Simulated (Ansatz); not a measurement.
**W-Au-Au-W stack of (111) layers: lattice stability ahead of a resistivity run**

The plan: relax W-Au-Au-W stack of (111) layers, check its phonons, and, if the lattice is stable, compute its Eliashberg function and ρ(T).

Method: DFT PBEsol, scalar-relativistic, plane waves, PAW; PAW set soft_1, in Ansatz 0.2.0.

## 1. Set-up

The cell holds 4 atoms: 2 W and 2 Au. Its edges and angles: a = 2.885 Å, b = 2.885 Å, c = 18.067 Å, α = 90.0°, β = 90.0°, γ = 120.0°. Vacuum lies along c.

Structure file:

```cif
data_structure
_symmetry_space_group_name_H-M 'P 1'
_symmetry_Int_Tables_number 1
_cell_length_a 2.8850
_cell_length_b 2.8850
_cell_length_c 18.0668
_cell_angle_alpha 90.000
_cell_angle_beta 90.000
_cell_angle_gamma 120.000
_cell_volume 130.23
loop_
_atom_site_label
_atom_site_type_symbol
_atom_site_fract_x
_atom_site_fract_y
_atom_site_fract_z
_atom_site_occupancy
W1 W 0.00000 0.00000 0.30443 1
Au2 Au 0.33333 0.66667 0.43481 1
Au3 Au 0.66667 0.33333 0.56519 1
W4 W 0.00000 0.00000 0.69557 1
```

## 2. Rough relaxation

The start is far from rest, so a relaxation with loose thresholds does the first part.

input.yaml

```yaml
crystal:
  lattice:
    - [2.885, 0.0, 0.0]
    - [-1.4425, 2.49848, 0.0]
    - [0.0, 0.0, 18.06677]
  atoms:
    - { symbol: W, position: [0.0, 0.0, 0.30442635] }
    - { symbol: Au, position: [0.33333333, 0.66666667, 0.43480878] }
    - { symbol: Au, position: [0.66666667, 0.33333333, 0.56519122] }
    - { symbol: W, position: [0.0, 0.0, 0.69557365] }
  periodic: [true, true, false]
kpoints:
  mp_grid: { grid: [9, 9, 1] }
hamiltonian:
  xc: pbesol
  pseudopotentials: { kind: paw, azcp: { folder: soft_1 }, xc_functional: pbe }
scf:
  occupations: { method: gaussian, width: 0.1 }
output:
  forces: true
  stress: true
  eigenvalues: true
relax:
  adjacent_minimum: "off"
  f_tol: 0.05
  max_steps: 80
  cell: { stress_2d_tol: 0.02 }
```

Command:

```
$ ansatz run input.yaml --threads 4 --pin off --max-ram 12288MiB --backend cpu --events-out ev --progress --plain --runs-dir out
```

Numbers of over 12 decimals in the logs are rounded to 6 here.

Output:

```text
Warning: crystal.periodic: the lattice vector that does not repeat stood 0.000° off the slab's normal, 18.067 Å along it as the deck builds it. The run solves the slab on a vector along the normal, 37.934 Å long, with every atom where it was (on the deck's vector they left 11.00 Å outside them, and the widest stretch free of ions among them is 2.36 Å). A fractional position that the run reports is one of the run's ce [...]
The last accepted step is kept in <dir> (removed where the run ends without a failure and the disk answers)
crystal.periodic: the lattice vector that does not repeat stood 0.000° off the slab's normal, 18.067 Å along it as the deck builds it. The run solves the slab on a vector along the normal, 37.934 Å long, with every atom where it was (on the deck's vector they left 11.00 Å outside them, and the widest stretch free of ions among them is 2.36 Å). A fractional position that the run reports is one of the run's cell, which [...]
Engine: ansatz 0.2.0, aarch64-unknown-linux-gnu
Pseudopotentials: kind: paw
Pseudopotential: W, paw, valence charge 14, recommended cutoff 420 eV (normal), soft_1/W.paw.azcp
Pseudopotential: Au, paw, valence charge 19, recommended cutoff 420 eV (normal), soft_1/Au.paw.azcp
Functional definition: PBEsol
  exchange = pbesol_x
  correlation = pbesol_c
Crystal: 4 atoms, lattice volume = 273.429 Å³
Basis set: ecut = 420 eV, 5347 PW (Γ), exchange–correlation on 40×40×512 points (8 copies of the dense FFT grid, shifted against one another)
Bands: 40, of which v1, the nominal top of the filled ones, is band 33 counted from 1 (32 counted from 0)
Symmetry: 12 space group operations
Space group: P-3m1 (ITA 164), of the structure as read, at distance tolerance 6.5e-5 Å
k-points: 12 of 81
Non-local potential: W, projectors of the file, l = 0: 3, l = 1: 2, l = 2: 2, l = 3: 1
Non-local potential: Au, projectors of the file, l = 0: 3, l = 1: 2, l = 2: 2, l = 3: 1
PAW form: soft (Blöchl's): semilocal exchange-correlation on the pseudo side does not see the compensation charge
PAW frozen core: W, regenerated for the run's functional, and the local potential with it (the file was generated under x = pbe(κ = 0.804, μ = 0.219515), c = pbe(β = 0.066725))
PAW frozen core: Au, regenerated for the run's functional, and the local potential with it (the file was generated under x = pbe(κ = 0.804, μ = 0.219515), c = pbe(β = 0.066725))
PAW one-centre angular grid: W, 590 points (default); XC on 64 Gauss nodes
PAW one-centre angular grid: Au, 590 points (default); XC on 64 Gauss nodes
Initial density: superposition of atomic densities (neutral atoms: chi_scale 0, normalization atom)
Initial wavefunctions: pseudopotential atomic-orbital guess
Functional: x = pbesol(κ = 0.804, μ = 0.123457), c = pbesol(β = 0.046)
SCF iter   1: F=—  HF=-46532.395716 eV  |F-HF|=—  |Δ(HF+E_count)|=         —  Δρ=7.05e-2  dr2=6.35e1  ethr=3.10e-3  ⟨swp⟩=14.6  Hψ=3431  notcnv=0
preconditioner: auto → LDOS  [metal: Δε(μ)=0.084 eV  Ē_g=5.225 eV  σ=0.100 eV  W_gap=0.39  n_scr=24 (ndim 8)  ℏωp=13.1 eV  f_vac=0.696  D(μ)=2.33/eV (n_scr^D=14)  β→1.0]
SCF iter   2: F=—  HF=-46529.780989 eV  |F-HF|=—  |Δ(HF+E_count)|=    2.61e0  Δρ=4.10e-2  dr2=6.88e0  ethr=3.10e-3  ⟨swp⟩=4.7  Hψ=1440  notcnv=0  defer=15
SCF iter   3: F=—  HF=-46528.239453 eV  |F-HF|=—  |Δ(HF+E_count)|=    1.54e0  Δρ=7.97e-3  dr2=2.72e-1  ethr=3.10e-3  ⟨swp⟩=3.4  Hψ=1294  notcnv=0  defer=19
SCF iter   4: F=—  HF=-46528.182961 eV  |F-HF|=—  |Δ(HF+E_count)|=   5.65e-2  Δρ=2.08e-3  dr2=3.73e-2  ethr=4.12e-4  ⟨swp⟩=3.2  Hψ=1184  notcnv=0  defer=18
SCF iter   5: F=—  HF=-46528.179627 eV  |F-HF|=—  |Δ(HF+E_count)|=   3.33e-3  Δρ=1.10e-3  dr2=7.03e-3  ethr=5.65e-5  ⟨swp⟩=3.2  Hψ=899  notcnv=0  defer=18
SCF iter   6: F=—  HF=-46528.179258 eV  |F-HF|=—  |Δ(HF+E_count)|=   3.69e-4  Δρ=2.96e-4  dr2=2.80e-4  ethr=1.06e-5  ⟨swp⟩=3.7  Hψ=936  notcnv=0  defer=18
SCF iter   7: F=—  HF=-46528.179291 eV  |F-HF|=—  |Δ(HF+E_count)|=   3.29e-5  Δρ=1.25e-4  dr2=3.76e-5  ethr=4.25e-7  ⟨swp⟩=3.6  Hψ=1106  notcnv=0  defer=18
SCF iter   8: F=—  HF=-46528.179517 eV  |F-HF|=—  |Δ(HF+E_count)|=   2.26e-4  Δρ=3.04e-5  dr2=3.97e-6  ethr=5.70e-8  ⟨swp⟩=3.5  Hψ=1075  notcnv=0  defer=18
SCF iter   9: F=—  HF=-46528.179517 eV  |F-HF|=—  |Δ(HF+E_count)|=   5.75e-9  Δρ=8.26e-6  dr2=2.52e-7  ethr=6.02e-9  ⟨swp⟩=4.0  Hψ=1038  notcnv=0  defer=18
iter 10 did not close the SCF: its close was put off until two iterations running show no level that it waits for move by more than its bar (scf_convergence_deferred on its scf_iter line)
SCF iter  10: F=-46528.179518 eV  HF=-46528.179517 eV  |F-HF|=3.40e-8  |Δ(HF+E_count)|=   2.20e-7  Δρ=2.41e-6  dr2=2.14e-8  ethr=1.52e-10  ⟨swp⟩=19.8  Hψ=3063  notcnv=0
iter 11 did not close the SCF: its close was put off until two iterations running show no level that it waits for move by more than its bar (scf_convergence_deferred on its scf_iter line)
SCF iter  11: F=-46528.179518 eV  HF=-46528.179518 eV  |F-HF|=8.44e-9  |Δ(HF+E_count)|=   3.60e-8  Δρ=5.87e-7  dr2=2.09e-9  ethr=3.24e-11  ⟨swp⟩=4.2  Hψ=1997  notcnv=0
SCF iter  12: F=-46528.179518 eV  HF=-46528.179518 eV  |F-HF|=1.69e-9  |Δ(HF+E_count)|=   7.34e-9  Δρ=2.32e-7  dr2=2.68e-10  ethr=3.16e-12  ⟨swp⟩=3.8  Hψ=1704  notcnv=0
SCF 1 converged in 12 iterations: F = -46528.179518 eV  dr2 = 2.68e-10
  greatest PAW one-centre occupation: 1.000 electrons in one spin orbital (limit 2), on the Au atom at site 2 (counted from 0), in its partial waves of l = 0
relax step   1: F+E_penalty+E_count = -46528.17951753 eV  Δ(F+E_penalty+E_count) = +0.000e0 eV  max|allowed force component| = 8.645e-1 eV/Å  Δτ_max = 0.0000 Å  P = -21.700 N/m  Ω = 273.429 Å³  fix = [c, alpha, beta]  reactions: c -0.000 N/m  (12 SCF iters, dr2 threshold 1.00e-7 eV, accepted)
Crystal: 4 atoms, lattice volume = 247.323 Å³
Basis set: ecut = 420 eV, 4849 PW (Γ), exchange–correlation on 40×40×512 points (8 copies of the dense FFT grid, shifted against one another)
Initial density: handed on by an earlier stage of this run
Initial wavefunctions: those handed on with the density
SCF iter   1: F=—  HF=-46528.706082 eV  |F-HF|=—  |Δ(HF+E_count)|=         —  Δρ=1.59e-2  dr2=3.71e0  ethr=3.10e-3  ⟨swp⟩=16.9  Hψ=3210  notcnv=0
preconditioner: auto → LDOS  [metal: Δε(μ)=0.075 eV  Ē_g=6.737 eV  σ=0.100 eV  W_gap=0.39  n_scr=26 (ndim 8)  ℏωp=13.8 eV  f_vac=0.701  D(μ)=2.51/eV (n_scr^D=16)  β→1.0]
SCF iter   2: F=—  HF=-46528.517352 eV  |F-HF|=—  |Δ(HF+E_count)|=   1.89e-1  Δρ=1.05e-2  dr2=1.08e0  ethr=3.10e-3  ⟨swp⟩=3.3  Hψ=1044  notcnv=0  defer=17
[...]
SCF iter   7: F=—  HF=-46528.700159 eV  |F-HF|=—  |Δ(HF+E_count)|=   2.60e-4  Δρ=2.59e-5  dr2=3.54e-6  ethr=4.66e-8  ⟨swp⟩=4.0  Hψ=1164  notcnv=0  defer=10
iter 8 did not close the SCF: its close was put off until two iterations running show no level that it waits for move by more than its bar (scf_convergence_deferred on its scf_iter line)
SCF iter   8: F=-46528.700161 eV  HF=-46528.700161 eV  |F-HF|=1.19e-7  |Δ(HF+E_count)|=   1.67e-6  Δρ=7.58e-6  dr2=9.19e-8  ethr=6.06e-10  ⟨swp⟩=26.0  Hψ=3563  notcnv=0
iter 9 did not close the SCF: its close was put off until two iterations running show no level that it waits for move by more than its bar (scf_convergence_deferred on its scf_iter line)
SCF iter   9: F=-46528.700161 eV  HF=-46528.700161 eV  |F-HF|=2.79e-8  |Δ(HF+E_count)|=   1.25e-7  Δρ=1.79e-6  dr2=5.47e-9  ethr=1.39e-10  ⟨swp⟩=11.8  Hψ=2302  notcnv=0
SCF iter  10: F=-46528.700161 eV  HF=-46528.700161 eV  |F-HF|=3.12e-9  |Δ(HF+E_count)|=   2.62e-8  Δρ=5.85e-7  dr2=5.64e-10  ethr=8.29e-12  ⟨swp⟩=6.8  Hψ=2019  notcnv=0
SCF 3 converged in 10 iterations: F = -46528.700161 eV  dr2 = 5.64e-10
relax step   3: F+E_penalty+E_count = -46528.70016121 eV  Δ(F+E_penalty+E_count) = -2.854e-1 eV  max|allowed force component| = 1.617e-1 eV/Å  Δτ_max = 0.1767 Å  P = -4.854 N/m  Ω = 252.443 Å³  energy of the carried Pulay correction = +1.741e-3 eV  fix = [c, alpha, beta]  reactions: c -0.000 N/m  (10 SCF iters, dr2 threshold 4.00e-7 eV, accepted)
[...]
relax step   4: F+E_penalty+E_count = -46528.72319737 eV  Δ(F+E_penalty+E_count) = -2.304e-2 eV  max|allowed force component| = 5.648e-2 eV/Å  Δτ_max = 0.0158 Å  P = -0.845 N/m  Ω = 248.472 Å³  energy of the carried Pulay correction = +2.086e-3 eV  fix = [c, alpha, beta]  reactions: c -0.000 N/m  (7 SCF iters, dr2 threshold 4.00e-7 eV, accepted)
[...]
relax step   5: F+E_penalty+E_count = -46528.72570206 eV  Δ(F+E_penalty+E_count) = -2.505e-3 eV  max|allowed force component| = 1.297e-2 eV/Å  Δτ_max = 0.0246 Å  P = -0.146 N/m  Ω = 247.260 Å³  energy of the carried Pulay correction = +2.192e-3 eV  fix = [c, alpha, beta]  reactions: c -0.000 N/m  (7 SCF iters, dr2 threshold 4.00e-7 eV, accepted)
[...]
relax step   6: F+E_penalty+E_count = -46528.72577947 eV  Δ(F+E_penalty+E_count) = -7.741e-5 eV  max|allowed force component| = 9.515e-4 eV/Å  Δτ_max = 0.0037 Å  P = -0.002 N/m  Ω = 247.072 Å³  energy of the carried Pulay correction = +2.209e-3 eV  fix = [c, alpha, beta]  reactions: c -0.000 N/m  (6 SCF iters, dr2 threshold 1.83e-8 eV, accepted)
Initial wavefunctions: pseudopotential atomic-orbital guess (no wavefunctions were taken with the density)
iter 1 solved again at ethr=7.02e-8 eV; its pass at ethr=3.10e-3 eV (dr2=4.63e-5 eV) is discarded
SCF iter   1: F=—  HF=-46528.723393 eV  |F-HF|=—  |Δ(HF+E_count)|=         —  Δρ=1.08e-4  dr2=4.09e-6  ethr=7.02e-8  ⟨swp⟩=8.2  Hψ=6358  notcnv=0
preconditioner: auto → LDOS  [metal: Δε(μ)=0.055 eV  Ē_g=6.664 eV  σ=0.100 eV  W_gap=0.29  n_scr=26 (ndim 8)  ℏωp=13.8 eV  f_vac=0.691  D(μ)=4.71/eV (n_scr^D=22)  β→1.0]
SCF iter   2: F=—  HF=-46528.723672 eV  |F-HF|=—  |Δ(HF+E_count)|=   2.79e-4  Δρ=2.10e-5  dr2=8.12e-7  ethr=6.20e-9  ⟨swp⟩=3.1  Hψ=1089  notcnv=0
SCF iter   3: F=—  HF=-46528.723671 eV  |F-HF|=—  |Δ(HF+E_count)|=   2.19e-7  Δρ=7.84e-6  dr2=1.90e-7  ethr=1.23e-9  ⟨swp⟩=3.6  Hψ=1203  notcnv=0
SCF iter   4: F=—  HF=-46528.723672 eV  |F-HF|=—  |Δ(HF+E_count)|=   3.49e-8  Δρ=1.31e-6  dr2=1.52e-8  ethr=2.88e-10  ⟨swp⟩=3.9  Hψ=1155  notcnv=0
SCF iter   5: F=—  HF=-46528.723672 eV  |F-HF|=—  |Δ(HF+E_count)|=   6.77e-9  Δρ=7.37e-7  dr2=4.85e-9  ethr=2.30e-11  ⟨swp⟩=3.2  Hψ=997  notcnv=0
SCF iter   6: F=—  HF=-46528.723672 eV  |F-HF|=—  |Δ(HF+E_count)|=   2.97e-9  Δρ=2.96e-7  dr2=3.11e-10  ethr=7.35e-12  ⟨swp⟩=3.4  Hψ=927  notcnv=0
SCF iter   7: F=—  HF=-46528.723672 eV  |F-HF|=—  |Δ(HF+E_count)|=  9.75e-10  Δρ=7.67e-8  dr2=4.07e-11  ethr=1.00e-12  ⟨swp⟩=4.2  Hψ=1122  notcnv=0
SCF iter   8: F=—  HF=-46528.723672 eV  |F-HF|=—  |Δ(HF+E_count)|=  6.11e-10  Δρ=3.61e-8  dr2=4.62e-12  ethr=1.00e-12  ⟨swp⟩=1.5  Hψ=524  notcnv=0
SCF iter   9: F=—  HF=-46528.723672 eV  |F-HF|=—  |Δ(HF+E_count)|=  1.46e-10  Δρ=2.15e-8  dr2=2.53e-12  ethr=1.00e-12  ⟨swp⟩=14.8  Hψ=3605  notcnv=0
SCF iter  10: F=-46528.723672 eV  HF=-46528.723672 eV  |F-HF|=8.73e-11  |Δ(HF+E_count)|=  5.82e-11  Δρ=3.03e-9  dr2=1.41e-14  ethr=1.00e-12  ⟨swp⟩=8.1  Hψ=2549  notcnv=0
SCF 7 converged in 10 iterations: F = -46528.723672 eV  dr2 = 1.41e-14
relax step   7: F+E_penalty+E_count = -46528.72367153 eV  Δ(F+E_penalty+E_count) = +2.108e-3 eV  max|allowed force component| = 7.966e-4 eV/Å  Δτ_max = 0.0000 Å  P = -0.008 N/m  Ω = 247.072 Å³  fix = [c, alpha, beta]  reactions: c -0.000 N/m  stress off target by 7.79e-3 N/m on what of the cell is left free  SCF on the basis re-selected at this cell (its energy is not comparable with the rows above)  (10 SCF iters)
basis re-selected at this cell: Δ(F+E_penalty+E_count) = +2.108e-3 eV, ΔP = -0.005 N/m vs the last step (what re-selecting the basis moved, of the pressure what is left beyond the Pulay correction that the steps carried, after the strain that the cell walked since its last selection, with what the two solves' SCF thresholds leave and, on support functions, any second-order correction that the steps lacked; it is no m [...]
SCF converged after 10 iterations
Free energy (F): -46528.723672 eV
Harris-Foulkes:  -46528.723672 eV  (|F-HF|=8.73e-11)
Internal energy: -46528.700110 eV  (E = F + TS)
E sigma→0 (E₀):  -46528.711891 eV
Entropy (-TS):   -0.023561 eV (-5.890 meV/atom)
Fermi energy:    -5.820741 eV
--- Per-component energies (eV) ---
  E_band       = -2396.443378
  E_kinetic    = 1995.989180
  E_local      = -396321.342130  (includes V_loc(G=0)·N_el)
  E_nonlocal   = 156.887329
  E_hartree    = 196938.136299
  E_xc         = -957.839443
  E_vxc        = -981.590033  (∫ρ·V_xc dr)
  E_paw        = -36081.561842  (= ΣΔE_a)
  E_vpaw       = -1122.663722  (= ΣTr[D̂ρ^β])
  E_aug_tail   = 0.003408  (compensation charges beyond the density's cutoff)
  E_ewald      = 187739.964320
  E_core_change = 1.062769  (= ΣΔE_core)
  E_smearing   = -0.023561  (= −TS)
  E_closure    = 0.000000  (closes the sum)
  Σ components = -46528.723672   (vs F -46528.723672, Δ=0.00e0)
--- Forces (eV/Å), atoms counted from 1 ---
  atom   1  W      0.00000000    -0.00000000    -0.00033719
  atom   2  Au    -0.00000000     0.00000000    -0.00079664
  atom   3  Au     0.00000000    -0.00000000     0.00079664
  atom   4  W     -0.00000000     0.00000000     0.00033719
  max |Σ_I F_I| component: 4.63e-18 eV/Å
--- 2D stress c σ (N/m, compression-positive) ---
       -0.007788       0.000000      -0.000000
        0.000000      -0.007788       0.000000
       -0.000000       0.000000      -0.000000
  P = ½ c Tr σ = -0.0078 N/m
--- Band table (eV; the first three rows and the last of 12) ---
  k-point 0: bands = [... 29 lower, -9.0484, -8.2710, -6.4624, -6.0141, -5.9790, -5.9790, -5.9694, -5.9694, ... 3 higher]
  k-point 1: bands = [... 29 lower, -9.0709, -7.3439, -6.5307, -6.4241, -6.3876, -6.1882, -5.4946, -5.4828, ... 3 higher]
  k-point 2: bands = [... 29 lower, -8.9534, -7.0984, -7.0256, -6.8929, -6.3618, -5.8257, -4.1007, -4.0884, ... 3 higher]
  k-point 11: bands = [... 29 lower, -6.8187, -6.7689, -6.7689, -6.4932, -6.4932, -4.5644, -4.2521, -1.9089, ... 3 higher]
--- Relaxed structure (6 steps of the walk, 6 accepted, 1 SCFs on fresh bases) ---
  F+E_penalty+E_count = -46528.72367153 eV   max|allowed force component| = 7.966e-4 eV/Å   (the final SCF, on the basis selected at the relaxed cell)
  cell:  # Å, volume = 247.0715 Å³
    - [2.742422, 0.0, 0]
    - [-1.371211, 2.375007, 0]
    - [0, 0, 37.933537]
  atoms:
    - { symbol: W, position: [-5.445245720402443e-18, 0, 0.141760] }
    - { symbol: Au, position: [0.333333, 0.666667, 0.204260] }
    - { symbol: Au, position: [0.666667, 0.333333, 0.272015] }
    - { symbol: W, position: [5.445245720402445e-18, 0, 0.334514] }
```

Elapsed: 23 s, on 4 threads of Arm Neoverse V1, shared host; peak memory 0.66 GiB.

Relaxation path:

| step | energy less that of the first step (eV) | largest force component (eV/Å) | volume (Å³) |
| --- | --- | --- | --- |
| 1 | 0.0000 | 0.8645 | 273.43 |
| 2 | -0.2353 | 1.7315 | 247.32 |
| 3 | -0.5206 | 0.1617 | 252.44 |
| 4 | -0.5437 | 0.0565 | 248.47 |
| 5 | -0.5462 | 0.0130 | 247.26 |
| 6 | -0.5463 | 0.0010 | 247.07 |
| 7* | -0.5442 | 0.0008 | 247.07 |

Relaxation steps marked * repeat the geometry before them on a plane-wave basis chosen anew for their cell, so energy and pressure can jump there.

The run keeps the 12 symmetry operations that it works with, so distortions that break them were not tested.

| cell as run | before | after | change |
| --- | --- | --- | --- |
| a (Å) | 2.885 | 2.742 | -4.9 % |
| b (Å) | 2.885 | 2.742 | -4.9 % |

The atoms that moved most (Å, along periodic axes as changes of fractional coordinates times the final cell, across vacuum about the mean position):

| atom | dx | dy | dz | length |
| --- | --- | --- | --- | --- |
| W1 | 0.000 | 0.000 | -0.123 | 0.123 |
| W4 | 0.000 | 0.000 | 0.123 | 0.123 |
| Au3 | 0.000 | 0.000 | 0.107 | 0.107 |
| Au2 | 0.000 | 0.000 | -0.107 | 0.107 |

Final coordinates:

```xyz
4
Lattice="2.7424 0.0000 0.0000 -1.3712 2.3750 0.0000 0.0000 0.0000 37.9335" Properties=species:S:1:pos:R:3
W     0.0000    0.0000    5.3775
Au    0.0000    1.5833    7.7483
Au    1.3712    0.7917   10.3185
W     0.0000    0.0000   12.6893
```

This step gave:

```yaml
metallic_on_mesh: yes
gap_on_the_k_mesh: 0 eV
```

The relaxation ends with a largest force component of 8.0e-4 eV/Å.

## 3. Relaxing cell and atoms

Lattice constant and positions set the bands and the force constants, so the cell is relaxed first.

input.yaml, the sections that differ from step 2:

```yaml
crystal:
  lattice:
    - [2.7424223729, 0.0, 0.0]
    - [-1.3712111864, 2.3750074428, 0.0]
    - [0.0, 0.0, 37.9335366104]
  atoms:
    - { symbol: W, position: [0.0, 0.0, 0.1417600299] }
    - { symbol: Au, position: [0.3333333333, 0.6666666667, 0.204259682] }
    - { symbol: Au, position: [0.6666666667, 0.3333333333, 0.272014655] }
    - { symbol: W, position: [0.0, 0.0, 0.3345143071] }
  periodic: [true, true, false]
kpoints:
  mp_grid: { grid: [12, 12, 1] }
relax:
  adjacent_minimum: "off"
  f_tol: 0.005
  max_steps: 80
  cell: { stress_2d_tol: 0.02 }
# hamiltonian, scf, output: as in step 2
```

Output:

```text
[the first part of the log is left out]
  E_aug_tail   = 0.003409  (compensation charges beyond the density's cutoff)
  E_ewald      = 187439.572595
  E_core_change = 1.062769  (= ΣΔE_core)
  E_smearing   = -0.026653  (= −TS)
  E_closure    = -0.000000  (closes the sum)
  Σ components = -46528.733102   (vs F -46528.733102, Δ=0.00e0)
--- Forces (eV/Å), atoms counted from 1 ---
  atom   1  W     -0.00000000     0.00000000    -0.00013859
  atom   2  Au     0.00000000     0.00000000     0.00010015
[...]
--- Band table (eV; the first three rows and the last of 19) ---
[...]
--- Relaxed structure (5 steps of the walk, 4 accepted, 1 SCFs on fresh bases) ---
[...]
cell:  # Å, volume = 248.8759 Å³
    - [2.752418, -2.8972705265922006e-11, 0]
    - [-1.376209, 2.383664, 0]
    - [0, 0, 37.9335366104]
  atoms:
    - { symbol: W, position: [7.060421794744243e-19, 3.53021089737212e-19, 0.142955] }
    - { symbol: Au, position: [0.333333, 0.666667, 0.204784] }
    - { symbol: Au, position: [0.666667, 0.333333, 0.271490] }
    - { symbol: W, position: [-7.060421794744244e-19, -3.53021089737212e-19, 0.333320] }
[key lines of the parts left out:]
P = ½ c Tr σ = 0.0015 N/m
```

It took 24 s on 4 threads; peak memory 0.7 GiB.

The steps of the relaxation:

| step | energy less that of the first step (eV) | largest force component (eV/Å) | volume (Å³) |
| --- | --- | --- | --- |
| 1 | 0.0000 | 0.0881 | 247.07 |
| 2 | 0.0039 | 0.1189 | 248.80 |
| 3 | -0.0050 | 0.0182 | 248.89 |
| 4 | -0.0051 | 0.0095 | 248.81 |
| 5 | -0.0051 | 0.0002 | 248.88 |
| 6 | -0.0053 | 0.0001 | 248.88 |

The log counts 1 steps on a newly chosen plane-wave basis, not all of them marked here; energy and pressure can jump at such steps. Relaxation step 2 was tried and not accepted.

| cell as run | before | after | change |
| --- | --- | --- | --- |
| a (Å) | 2.742 | 2.752 | +0.4 % |
| b (Å) | 2.742 | 2.752 | +0.4 % |

The atoms that moved most (Å, along periodic axes as changes of fractional coordinates times the final cell, across vacuum about the mean position):

| atom | dx | dy | dz | length |
| --- | --- | --- | --- | --- |
| W1 | 0.000 | 0.000 | 0.045 | 0.045 |
| W4 | 0.000 | 0.000 | -0.045 | 0.045 |
| Au3 | 0.000 | 0.000 | -0.020 | 0.020 |
| Au2 | 0.000 | 0.000 | 0.020 | 0.020 |

The relaxed structure:

```xyz
4
Lattice="2.7524 0.0000 0.0000 -1.3762 2.3837 0.0000 0.0000 0.0000 37.9335" Properties=species:S:1:pos:R:3
W     0.0000    0.0000    5.4228
Au    0.0000    1.5891    7.7682
Au    1.3762    0.7946   10.2986
W     0.0000    0.0000   12.6440
```

The relaxation ends with a largest force component of 1.4e-4 eV/Å.

(Continued in part 2 of 2.)

[Logs are printed without paths, hosts, clocks, repeated set-up lines and the standing remarks that a program may print on its own settings, such as how far it seeks lower states.]

[Hosts, paths, dates, database ids (printed as entryN), source tags and the programs' standing remarks are cut or masked in the printed files.]
